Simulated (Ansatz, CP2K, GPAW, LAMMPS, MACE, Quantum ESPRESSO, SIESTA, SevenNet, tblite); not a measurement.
# Which run comes nearest? Liquid (Cs,Li)Cl at 1300 K (106 atoms)

Density of this cell: 1.85 g/cm³. The cell holds 106 atoms: 12 Cs, 41 Li and 53 Cl. Cell: a = 14.984 Å, b = 14.984 Å, c = 14.984 Å, α = 90.0°, β = 90.0°, γ = 90.0°. 106 atoms (12 Cs, 41 Li, 53 Cl) placed at random at 1.85 g/cm³, melted at 1800 K for 10 ps at fixed volume with the Lennard-Jones and Coulomb ion parameters for SPC/E (Joung and Cheatham, J. Phys. Chem. B 112, 9020 (2008)), full charges. Snapshot at the end of a hold of 20 ps at 1300 K and fixed volume.

Geometry: as built.

The reference, a calculation:

* method: Kohn-Sham DFT, PBE, PAW, plane waves (Ansatz 0.2.0); cutoff 420 eV, Γ point, fermi-dirac smearing of 0.05 eV; PAW set soft_2
* r.m.s. force component: 0.3577 eV/Å
* longest force: 1.264 eV/Å
* pressure: -0.5121 GPa
* gap (highest filled to lowest empty level): 3.482 eV
* SCF cycles: 8
* time: 25 s on 8 threads of Arm Neoverse V2, shared host
* CPU time: 3.1 min

Q: Estimate the differences from the reference, the CPU time and the memory of each run.
- GPAW PBE, LCAO dzp, h 0.2 Å (GPAW 26.7.0; 1 thread)
- QE PBE, sssp-1.3.0-efficiency, 45/360 Ry (Quantum ESPRESSO 7.5; 4 MPI ranks)
- tblite GFN1-xTB (tblite 0.8.0; 1 thread)
- SevenNet l3i5 potential (SevenNet l3i5; 1 thread)
- CP2K PBE, DZVP-UZH, 600/50 Ry, OT CG (CP2K 2026.2; 4 MPI ranks)
- CP2K PBE, DZVP-UZH, 210/50 Ry, OT CG (CP2K 2026.2; 4 MPI ranks)
- CP2K PBE, DZVP-MOLOPT-SR, 600/50 Ry, SIGN filter 1e-05, SCF 1e-06 (CP2K 2026.2; 4 MPI ranks)
- MACE MP-0b2 small potential (MACE MP-0b2 small; 1 thread)
- CP2K PBE, DZVP-MOLOPT-SR, 600/50 Ry, OT CG (CP2K 2026.2; 4 MPI ranks)
- SevenNet 0 potential (SevenNet 0; 1 thread)

Differences are against the plane-wave reference, forces as r.m.s. over components; share is that over the reference's r.m.s. force, slope the least-squares factor from reference forces to these. Total energies of different programs have different zeros and aren't compared.

| run | Δ force, r.m.s. (meV/Å) | share (%) | slope | Δ pressure (GPa) | Δ gap (eV) | cores | CPU time | memory (GiB) |
| --- | --- | --- | --- | --- | --- | --- | --- | --- |
| reference | - | - | - | - | - | 8 | 3.1 min | 4.1 |
| GPAW PBE, LCAO dzp, h 0.2 Å | 49.6 | 13.9 | 1.075 | - | -0.098 | 1 | 4.6 min | 2.9 |
| QE PBE, sssp-1.3.0-efficiency, 45/360 Ry | 4.20 | 1.17 | 0.993 | -0.0276 | -2.0e-4 | 4 | 34 min | 9.1 |
| tblite GFN1-xTB | 189 | 53.0 | 0.619 | -2.85 | - | 1 | 5.3 s | 0.2 |
| SevenNet l3i5 potential | 64.5 | 18.0 | 1.014 | -0.0213 | - | 1 | 9.4 s | 1.0 |
| CP2K PBE, DZVP-UZH, 600/50 Ry, OT CG | 52.3 | 14.6 | 1.090 | 0.363 | -0.064 | 4 | 18 min | 6.1 |
| CP2K PBE, DZVP-UZH, 210/50 Ry, OT CG (coarse) | 318 | 88.8 | 1.078 | 0.621 | -0.101 | 4 | 8.6 min | 2.5 |
| CP2K PBE, DZVP-MOLOPT-SR, 600/50 Ry, SIGN filter 1e-05, SCF 1e-06 | 39.7 | 11.1 | 1.066 | 0.185 | - | 4 | 6.3 min | 5.9 |
| MACE MP-0b2 small potential | 92.0 | 25.7 | 1.051 | -0.229 | - | 1 | 6.6 s | 0.66 |
| CP2K PBE, DZVP-MOLOPT-SR, 600/50 Ry, OT CG | 39.8 | 11.1 | 1.066 | 0.182 | -0.111 | 4 | 17 min | 6.2 |
| SevenNet 0 potential | 64.0 | 17.9 | 1.042 | -0.0596 | - | 1 | 7.2 s | 0.72 |

Rows marked coarse were listed beforehand as settings not expected to be converged; some can still land near the reference.

Times of the machine-learned potentials are mostly Python's start and the loading of weights.

CPU time is summed over cores on a shared host, where runs went side by side, so it is rough. Symmetry, cutoffs, thresholds, outputs and thread counts weren't matched or tuned between programs; memory under MPI is the largest rank's times the ranks.

PBE on plane waves or a grid with other potentials, cutoffs or grids, coarse settings apart, differs from the reference by 1.2 % (QE PBE, sssp-1.3.0-efficiency, 45/360 Ry) of the r.m.s. force; this holds the reference's own error, so differences of a few per cent don't tell which side is nearer the exact PBE result (QE's 45 Ry are 612 eV, against the reference's 420 eV). The PBE runs in local orbitals, coarse settings apart, differ by 11 % (CP2K PBE, DZVP-MOLOPT-SR, 600/50 Ry, SIGN filter 1e-05, SCF 1e-06) to 15 % (CP2K PBE, DZVP-UZH, 600/50 Ry, OT CG); basis, grid and potentials can all enter. Tight binding differs by 53 % (tblite GFN1-xTB); it is another model, with fitted parameters of its own, and the xTB methods hold dispersion. Machine-learned potentials differ by 18 % (SevenNet 0 potential) to 26 % (MACE MP-0b2 small potential); they were trained on other programs' data. Periodic xTB results under one method name differ between programs and library versions. The network of bonds at the start is that of the classical potential that made the cell, and needn't be the one that DFT or experiment would give. The electronic-structure runs sample only Γ, in a cell whose shortest periodic width is 15 Å.

[Hosts, paths, dates, database ids (printed as entryN), source tags and the programs' standing remarks are cut or masked in the printed files.]
